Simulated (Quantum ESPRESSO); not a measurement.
# TaTlO3 (Pm-3m): the double well of a soft mode

Aim: the energy of TaTlO3 (Pm-3m) along its softest mode at Γ, fitted by an even polynomial.

Method: DFT LDA, scalar-relativistic, plane waves, PseudoDojo norm-conserving pseudopotentials, in Quantum ESPRESSO 7.5.

## Step 1: Set-up

The structure is cubic, space group Pm-3m (No. 221). Conventional cell: a = 3.989 Å, b = 3.989 Å, c = 3.989 Å, α = 90.00°, β = 90.00°, γ = 90.00°. Ta has 6 O at 1.99 Å nearest. Tl has 12 O at 2.82 Å nearest. O has 2 Ta at 1.99 Å nearest. Farther neighbours and most contacts between anions are not listed.

Coordinates:

```
Ta Tl O
1.0
     3.98917    0.00000    0.00000
     0.00000    3.98917    0.00000
     0.00000    0.00000    3.98917
Ta Tl O
1 1 3
Cartesian
  1.9946 1.9946 1.9946
  0.0000 0.0000 0.0000
  1.9946 1.9946 0.0000
  1.9946 0.0000 1.9946
  0.0000 1.9946 1.9946
```

This is the cell after its relaxation at this level of theory, not the database cell from which that began.

## Step 2: The unstable mode

Linear response at Γ, with the sum rule, finds imaginary modes; the lowest is taken, along z where it is degenerate, and its pattern is scaled so that the atom that moves most moves by Q. Cutoff 92 Ry, k mesh 8×8×8.

Log:

```text
[banners, grids, parts of the stress and lines that vanish by symmetry left out]
Program DYNMAT v.7.5
     Reading Dynamical Matrix from file g.dyn
     ...Force constants read
     ...epsilon and Z* read
     A direction for q was not specified:TO-LO splitting will be absent

     Polarizability (A^3 units)
     multiply by 0.317274 for Clausius-Mossotti correction
        32.611520    0.000000    0.000000
         0.000000   32.611520    0.000000
[...]
IR activities are in (D/A)^2/amu units

# mode   [cm-1]    [THz]      IR
    1    -90.18   -2.7034   64.9649
    2    -90.18   -2.7034   64.9649
[...]
14    456.29   13.6793   16.5551
   15    456.29   13.6793   16.5551

Electronic dielectric permittivity tensor (relative, adimensional)
[...]
... with zone-center polar mode contributions
[...]
0.000000   24.700540   -0.000000
        -0.000000   -0.000000   24.700540

=------------------------------------------------------------------------------=
   JOB DONE.
=------------------------------------------------------------------------------=
[end of the log left out, with the tail of the file of modes that dynmat.x writes under the same name]
```

The mode has the frequency 90.2i cm⁻¹ and the mass m = Σ Mᵢ uᵢ² = 61.92 u for this scaling.

| atom | x | y | z |
| --- | --- | --- | --- |
| Ta1 | 0.000 | 0.000 | -0.316 |
| Tl2 | 0.000 | 0.000 | 0.057 |
| O3 | 0.000 | 0.000 | 1.000 |
| O4 | 0.000 | 0.000 | 0.922 |
| O5 | 0.000 | 0.000 | 0.922 |

## Step 3: Energies along the mode

Single points at fixed cell, with no other coordinate relaxed.

From the run at Q = 0.008 Å; the symmetric cell has -4776.7224 eV:

Log:

```text
[banners, grids, parts of the stress and lines that vanish by symmetry left out]
[banner, memory and clock lines left out]
Program PWSCF v.7.5

[...]
kinetic-energy cutoff     =      92.0000  Ry
     charge density cutoff     =     368.0000  Ry
     scf convergence threshold =      1.0E-11
[...]
Exchange-correlation= SLA  PW   NOGX NOGC
                           (   1   4   0   0   0   0   0)
[...]
8 Sym. Ops. (no inversion) found
[...]
number of k points=    75
[...]
End of self-consistent calculation
[...]
highest occupied, lowest unoccupied level (ev):    12.0842   12.6351
!    total energy              =    -351.08262705 Ry
[...]
convergence has been achieved in  16 iterations
[...]
atom    1 type  1   force =     0.00000000    0.00000000   -0.00051788
     atom    2 type  2   force =     0.00000000    0.00000000    0.00010788
     atom    3 type  3   force =     0.00000000    0.00000000    0.00013778
     atom    4 type  3   force =     0.00000000    0.00000000    0.00013611
     atom    5 type  3   force =     0.00000000    0.00000000    0.00013611
     Total force =     0.000580     Total SCF correction =     0.000000

     XML data file, charge density, pseudopotentials, collected wavefunctions
```

The point at Q = 0.017 Å is held back.

| Q (Å) | energy change (meV/cell) |
| --- | --- |
| 0 | 0.00 |
| 0.008 | -0.06 |
| 0.017 | ? |
| 0.025 | -0.49 |
| 0.033 | -0.75 |
| 0.041 | -0.94 |
| 0.05 | -0.97 |
| 0.058 | -0.69 |
| 0.066 | 0.00 |
| 0.074 | 1.23 |

## Step 4: The fit

Least squares on E = a Q² + b Q⁴ + c Q⁶ gives a = -925 meV/Å², b = 220050 meV/Å⁴ and c = -1824977 meV/Å⁶. The minimum lies at Q = 0.047 Å, 1.0 meV a cell below the symmetric structure.

The curvature at Q = 0 is m ω² = 2a, so ω = 521.47 √(2a/m) cm⁻¹ with a in eV/Å² and m in u: 90.1i cm⁻¹, against 90.2i from linear response. At Q = 0.017 Å the fit predicts -0.25 meV.

## Step 5: The point that was held back

Log:

```text
[banners, grids, parts of the stress and lines that vanish by symmetry left out]
[banner, memory and clock lines left out]
Program PWSCF v.7.5

[...]
kinetic-energy cutoff     =      92.0000  Ry
     charge density cutoff     =     368.0000  Ry
     scf convergence threshold =      1.0E-11
[...]
Exchange-correlation= SLA  PW   NOGX NOGC
                           (   1   4   0   0   0   0   0)
[...]
8 Sym. Ops. (no inversion) found
[...]
number of k points=    75
[...]
End of self-consistent calculation
[...]
highest occupied, lowest unoccupied level (ev):    12.0846   12.6366
!    total energy              =    -351.08264108 Ry
[...]
convergence has been achieved in  17 iterations
[...]
atom    1 type  1   force =     0.00000000    0.00000000   -0.00099785
     atom    2 type  2   force =     0.00000000    0.00000000    0.00022702
     atom    3 type  3   force =     0.00000000    0.00000000    0.00021370
     atom    4 type  3   force =     0.00000000    0.00000000    0.00027857
     atom    5 type  3   force =     0.00000000    0.00000000    0.00027857
     Total force =     0.001117     Total SCF correction =     0.000000

     XML data file, charge density, pseudopotentials, collected wavefunctions
```

It lies at -0.25 meV, 0.00 meV from the prediction.

## Step 6: Outcome

| Item | Value |
| --- | --- |
| depth of the well | 1.0 meV a cell |
| amplitude at the minimum | 0.047 Å |

Along this mode TaTlO3 (Pm-3m) gains 1.0 meV a cell at Q = 0.05 Å, which is 0.04 times k_BT at 300 K. The curvature of the fit and the linear response differ by 0 % in frequency. Strain and the other modes were held fixed; relaxing them can only deepen the well. A depth for one cell is no transition temperature: that needs the coupling between cells.

[Host names and launcher messages were left out of these logs when they were recorded.]

[Logs are printed without paths, hosts, clocks, repeated set-up lines and the standing remarks that a program may print on its own settings, such as how far it seeks lower states.]

[Hosts, paths, dates, database ids (printed as entryN), source tags and the programs' standing remarks are cut or masked in the printed files.]
